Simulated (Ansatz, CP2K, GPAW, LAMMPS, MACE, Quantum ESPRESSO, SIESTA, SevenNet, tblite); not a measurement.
**Other levels on glassy 38BaO-62TiO2 (mol %) (110 atoms)**

Density of this cell: 4.39 g/cm³. The cell holds 110 atoms: 16 Ba, 26 Ti and 68 O. Cell: a = 11.965 Å, b = 11.965 Å, c = 11.965 Å, α = 90.0°, β = 90.0°, γ = 90.0°. 110 atoms (16 Ba, 26 Ti, 68 O) placed at random at 4.67 g/cm³, melted at 4000 K for 10 ps at fixed volume with the Morse and Coulomb pair potential with partial charges (Pedone, Malavasi, Menziani, Cormack and Segre, J. Phys. Chem. B 110, 11780 (2006)). Quenched from 4000 K to 300 K at 20 K/ps and fixed volume, held 10 ps at zero pressure, then minimised at fixed cell.

Geometry: as built.

The reference, a calculation:

- method: Kohn-Sham DFT, PBE, PAW, plane waves (Ansatz 0.2.0); cutoff 420 eV, Γ point, fermi-dirac smearing of 0.05 eV; PAW set soft_2
- r.m.s. force component: 0.7786 eV/Å
- longest force: 2.495 eV/Å
- pressure: 4.206 GPa
- gap (highest filled to lowest empty level): 2.506 eV
- SCF cycles: 12
- time: 43 s on 4 threads of Arm Neoverse V2, shared host
- CPU time: 2.8 min

Runs, in no order:
A. SIESTA PBE, DZP, shift 0.01 Ry, mesh 500 Ry: Kohn-Sham DFT, PBE, PseudoDojo 0.4.1 norm-conserving pseudopotentials (converted to PSML), numerical atomic orbitals (DZP), diagonalisation
B. CP2K PBE, DZVP-MOLOPT-SR, 800/50 Ry, diagonalisation: Kohn-Sham DFT, PBE, GTH-PBE pseudopotentials, Gaussian and plane waves, DZVP-MOLOPT-SR-GTH, diagonalisation
C. GPAW PBE, LCAO dzp, h 0.18 Å: Kohn-Sham DFT, PBE, PAW, atomic orbitals (dzp)
D. MACE MP-0b3 medium potential: machine-learned interatomic potential MACE MP-0b3 medium, trained on PBE(+U) plane-wave data
E. QE PBE, sssp-1.3.0-efficiency, 60/480 Ry: Kohn-Sham DFT, PBE, SSSP efficiency 1.3.0 pseudopotentials, plane waves

Q: Order them from the smallest to the largest r.m.s. force difference.

E, B, D, C, A.

| run | Δ force, r.m.s. (meV/Å) | share of r.m.s. force (%) | CPU time |
| --- | --- | --- | --- |
| E. QE PBE, sssp-1.3.0-efficiency, 60/480 Ry | 19.8 | 2.54 | 36 min |
| B. CP2K PBE, DZVP-MOLOPT-SR, 800/50 Ry, diagonalisation | 65.0 | 8.34 | 8.6 min |
| D. MACE MP-0b3 medium potential | 103 | 13.3 | 7.6 s |
| C. GPAW PBE, LCAO dzp, h 0.18 Å | 165 | 21.3 | 19 min |
| A. SIESTA PBE, DZP, shift 0.01 Ry, mesh 500 Ry | 244 | 31.4 | 7.6 min |

Machine-learned potentials mimic data converged in k, so the reference's own k-point error enters their differences. The network of bonds at the start is that of the classical potential that made the cell, and needn't be the one that DFT or experiment would give. The electronic-structure runs sample only Γ, in a cell whose shortest periodic width is 12 Å.

[Hosts, paths, dates, database ids (printed as entryN), source tags and the programs' standing remarks are cut or masked in the printed files.]
